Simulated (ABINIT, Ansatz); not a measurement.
**PbO (P4/nmm): G0W0 on several meshes in ABINIT**

How does the mesh move the gap of PbO (P4/nmm)?

Method: PBE and many-body steps on it, plane waves, in ABINIT 10.8.3.

Most raw output is cut from this account.

The database entry behind the starting cell differs from later determinations by our own check (c about 1 % long), so it need not match the best structure at ambient conditions.

**1. The starting structure**

The structure is tetragonal, space group P4/nmm (No. 129). The conventional cell has a = 3.975 Å, b = 3.975 Å, c = 5.023 Å, α = 90.00°, β = 90.00°, γ = 90.00°. Nearest to Pb lie 4 O at 2.32 Å. O has 4 Pb at 2.32 Å nearest. Farther neighbours and most contacts between anions are not listed.

As a file:

```cif
data_structure
_symmetry_space_group_name_H-M 'P4/nmm:1'
_symmetry_Int_Tables_number 129
_cell_length_a 3.9748
_cell_length_b 3.9748
_cell_length_c 5.0227
_cell_angle_alpha 90.000
_cell_angle_beta 90.000
_cell_angle_gamma 90.000
_cell_volume 79.35
loop_
_atom_site_label
_atom_site_type_symbol
_atom_site_symmetry_multiplicity
_atom_site_Wyckoff_symbol
_atom_site_fract_x
_atom_site_fract_y
_atom_site_fract_z
_atom_site_occupancy
Pb1 Pb 2 c 0.00000 0.50000 0.23851 1
O1 O 2 a 0.00000 0.00000 0.00000 1
```

The cell and positions come from the Crystallography Open Database and are kept as given unless a step says otherwise. Spin-orbit coupling is left out unless a step names it.

**2. Empty states on the mesh, 4×4×4 mesh, 264 bands**

This step: ABINIT 10.8.3; DFT, PBE, plane waves, norm-conserving pseudopotentials.

The sums over transitions need many empty states on a uniform mesh; this step solves for them.

The input, run.abi:

```
acell 3*1.0 Angstrom
rprim 
  3.974800000000 0.000000000000 0.000000000000
  0.000000000000 3.974800000000 0.000000000000
  0.000000000000 0.000000000000 5.022700000000
ntypat 2
znucl 82 8
natom 4
typat 1 1 2 2
xred 
  0.000000000000 0.500000000000 0.238514000000
  0.500000000000 0.000000000000 0.761486000000
  0.000000000000 0.000000000000 0.000000000000
  0.500000000000 0.500000000000 0.000000000000
pp_dirpath "pseudos"
pseudos "Pb.upf, O.upf"
ecut 36
ngkpt 4 4 4
nshiftk 1
shiftk 0 0 0
kptopt 1
chksymbreak 0
irdden 1
istwfk *1
nband 264
prtvol 0
optdriver 6
gwr_task "HDIAGO"
paral_kgb 0
occopt 1
indata_prefix "in"
outdata_prefix "out"
tmpdata_prefix "tmp"
```

Run with:

```bash
> OMP_NUM_THREADS=1 mpirun -n 8 abinit run.abi > log
```

Elapsed: 4.9 min, on 8 MPI ranks of Arm Neoverse V2, shared host; peak memory 14 GiB.

Numbers from this step:

| Property | Result |
| --- | --- |
| gap | 1.154 eV |
| k of the valence top | 0, 0, 0 |
| k of the conduction bottom | 0.5, 0.5, 0 |
| least direct gap | 2.145 eV |
| k points computed | 18 |
| lowest point of the top converged band, above the valence top | 110.1637 eV |

On this mesh the gap is 1.154 eV.

The density comes from a self-consistent run that is not shown.

**3. Screening, 4×4×4 mesh, 116 bands, screening to 141.5 eV**

The RPA dielectric matrix is built and inverted for each q.

This step: RPA screening on PBE, plane waves, norm-conserving pseudopotentials.

run.abi: that of step 2 with these lines changed.

```diff
@@ -22,10 +22,11 @@
 chksymbreak 0
-irdden 1
 istwfk *1
-nband 264
-prtvol 0
-optdriver 6
-gwr_task "HDIAGO"
-paral_kgb 0
 occopt 1
+irdwfk 1
+optdriver 3
+nband 116
+ecuteps 5.2
+inclvkb 2
+awtr 1
+symchi 1
 indata_prefix "in"
```

It took 99 s on 8 MPI ranks; peak memory 3.5 GiB.

Numbers from this step:

- ε∞ with local fields, on this mesh, along the program's q direction: 6.316
- the same without local fields: 7.253
- plasma frequency: 26.36 eV
- plane waves in the screening matrix: 293

Local fields lower ε∞ by 13 %. On a Γ-centred mesh this coarse the value itself is usually too large, while a short band sum pulls it down.

**4. 4×4×4**

The self-energy is evaluated for the states that the input lists, and the levels follow from it, in one-shot runs by the linearised quasiparticle equation.

This step: G0W0 on PBE, plane waves, norm-conserving pseudopotentials.

run.abi: that of step 3 with these lines changed.

```diff
@@ -25,8 +25,17 @@
 irdwfk 1
-optdriver 3
+optdriver 4
 nband 116
+gwcalctyp 0
+ecutsigx 36
+symsigma 1
+nkptgw 2
+kptgw 
+  0.0000000000 0.0000000000 0.0000000000
+  0.5000000000 0.5000000000 0.0000000000
+bdgw 
+  18 22
+  19 22
 ecuteps 5.2
-inclvkb 2
-awtr 1
-symchi 1
+irdscr 1
+ppmodel 1
 indata_prefix "in"
```

Wall time 12 s (8 MPI ranks); peak memory 2.9 GiB.

This step gave:

```yaml
g0w0_gap_on_the_points_computed: 1.201 eV
starting_gap_on_the_mesh: 1.154 eV
k_of_the_valence_top: 0, 0, 0
k_of_the_conduction_bottom: 0.5, 0.5, 0
z_at_the_valence_top: 0.785
z_at_the_conduction_bottom: 0.833
least_direct_g0w0_gap_on_the_computed_points: 1.882 eV
```

The gap on the mesh goes from 1.15 eV to 1.20 eV, a correction of +0.05 eV.

**5. Empty states on the mesh, 2×2×2 mesh, 126 bands**

This step: DFT, PBE, plane waves, norm-conserving pseudopotentials.

run.abi: that of step 4 with these lines changed.

```diff
@@ -17,3 +17,3 @@
 ecut 36
-ngkpt 4 4 4
+ngkpt 2 2 2
 nshiftk 1
@@ -22,20 +22,10 @@
 chksymbreak 0
+iscf -2
+irdden 1
 istwfk *1
-occopt 1
-irdwfk 1
-optdriver 4
-nband 116
-gwcalctyp 0
-ecutsigx 36
-symsigma 1
-nkptgw 2
-kptgw 
-  0.0000000000 0.0000000000 0.0000000000
-  0.5000000000 0.5000000000 0.0000000000
-bdgw 
-  18 22
-  19 22
-ecuteps 5.2
-irdscr 1
-ppmodel 1
+nband 126
+nbdbuf 10
+tolwfr 1e-09
+nstep 60
+prtvol 0
 indata_prefix "in"
```

Wall time 23 s (8 MPI ranks); peak memory 0.62 GiB; 3 min of CPU time.

This step gave:

| Property | Result |
| --- | --- |
| gap | 1.154 eV |
| k of the valence top | 0, 0, 0 |
| k of the conduction bottom | 0.5, 0.5, 0 |
| least direct gap | 2.145 eV |
| k points computed | 6 |
| lowest point of the top converged band, above the valence top | 58.8947 eV |

On this mesh the gap is 1.154 eV.

**6. Screening, 2×2×2 mesh, 116 bands, screening to 141.5 eV**

This step: RPA screening on PBE, plane waves, norm-conserving pseudopotentials.

run.abi: that of step 5 with these lines changed.

```diff
@@ -22,10 +22,11 @@
 chksymbreak 0
-iscf -2
-irdden 1
 istwfk *1
-nband 126
-nbdbuf 10
-tolwfr 1e-09
-nstep 60
-prtvol 0
+occopt 1
+irdwfk 1
+optdriver 3
+nband 116
+ecuteps 5.2
+inclvkb 2
+awtr 1
+symchi 1
 indata_prefix "in"
```

The job ended after 11 s (8 MPI ranks; peak memory 1.6 GiB).

Numbers from this step:

| Quantity | Value |
| --- | --- |
| ε∞ with local fields, on this mesh, along the program's q direction | 7.266 |
| the same without local fields | 8.264 |
| plasma frequency | 26.36 eV |
| plane waves in the screening matrix | 293 |

**7. 2×2×2**

This step: G0W0 on PBE, plane waves, norm-conserving pseudopotentials.

run.abi: that of step 6 with these lines changed.

```diff
@@ -25,8 +25,17 @@
 irdwfk 1
-optdriver 3
+optdriver 4
 nband 116
+gwcalctyp 0
+ecutsigx 36
+symsigma 1
+nkptgw 2
+kptgw 
+  0.0000000000 0.0000000000 0.0000000000
+  0.5000000000 0.5000000000 0.0000000000
+bdgw 
+  18 22
+  19 22
 ecuteps 5.2
-inclvkb 2
-awtr 1
-symchi 1
+irdscr 1
+ppmodel 1
 indata_prefix "in"
```

Elapsed: 5.4 s, on 8 MPI ranks; peak memory 1.1 GiB.

Numbers from this step:

| Quantity | Value |
| --- | --- |
| G0W0 gap on the points computed | 1.082 eV |
| starting gap on the mesh | 1.154 eV |
| k of the valence top | 0, 0, 0 |
| k of the conduction bottom | 0.5, 0.5, 0 |
| Z at the valence top | 0.783 |
| Z at the conduction bottom | 0.829 |
| least direct G0W0 gap on the computed points | 1.783 eV |

Against G0W0 in ABINIT (4×4×4 mesh, 116 bands, screening to 141.5 eV, Godby-Needs plasmon pole), the gap moves by −0.119 eV.

**8. The runs together**

Times are wall times on 8 MPI ranks of Arm Neoverse V2, shared host, good to a factor of about two. A run's time includes the screening step that it read.

```tsv
run	mesh	bands	screening cutoff (eV)	DFT gap (eV)	gap on the mesh (eV)	direct (eV)	ε∞ used	time
4×4×4	4×4×4	116	141.5	1.154	1.201	1.882	6.32	1.9 min
2×2×2	2×2×2	116	141.5	1.154	1.082	1.783	7.27	16 s
```

**9. Summary of results**

| Quantity | Value |
| --- | --- |
| 4×4×4 | 1.201 eV |
| 2×2×2 | 1.082 eV |
| known limits | not at the basis limit; exchange with frozen shells missing; no spin-orbit coupling; coarse k mesh |

**Reading.** 2×2×2: −0.119 eV against 4×4×4. Bands and cutoff are finite, so the gap is not at the basis limit. The miss can reach some tenths of an eV and take either sign; the mesh is an error of its own. In the first G0W0 run levels were corrected at 2 k points alone, so a gap called «on the mesh» is the least over those, and an edge elsewhere would be missed. The 4×4×4 mesh is coarse for this cell, which bears on the long-range parts of exchange and screening. Where an edge is built on 6p states of lead, bismuth or thallium, scalar-relativistic gaps usually stand too wide, by a few tenths to over one eV. The norm-conserving file of at least one element keeps a d shell over frozen s and p shells of the same row. Exchange with those shells is missing from the self-energy, an error of 0.3 to 0.9 eV in cases checked, whose sign depends on which edge lies on those atoms. The many-body steps are scalar-relativistic: spin-orbit coupling is not in them.

[Paths, hosts, dates, memory and timing lines, banners, echoed tables and standing remarks are left out of the program output.]

[Logs are printed without paths, hosts, clocks, repeated set-up lines and the standing remarks that a program may print on its own settings, such as how far it seeks lower states.]

[Runs of the session that timed out or met a known fault of the program may be left out.]

[No measured gap is set beside runs whose start may be inverted or whose files or cutoffs have a known fault.]

[Hosts, paths, dates, database ids (printed as entryN), source tags and the programs' standing remarks are cut or masked in the printed files.]

[G0W0 gaps are taken among the corrected bands and points alone; a level outside them can change the order at an edge.]

[Where Ansatz stands beside ABINIT at settings called matched, ABINIT's density can come from a denser mesh and the files from another edition; pairs whose starting gaps differed by over 0.03 eV were left out, so agreement reads better than it is.]
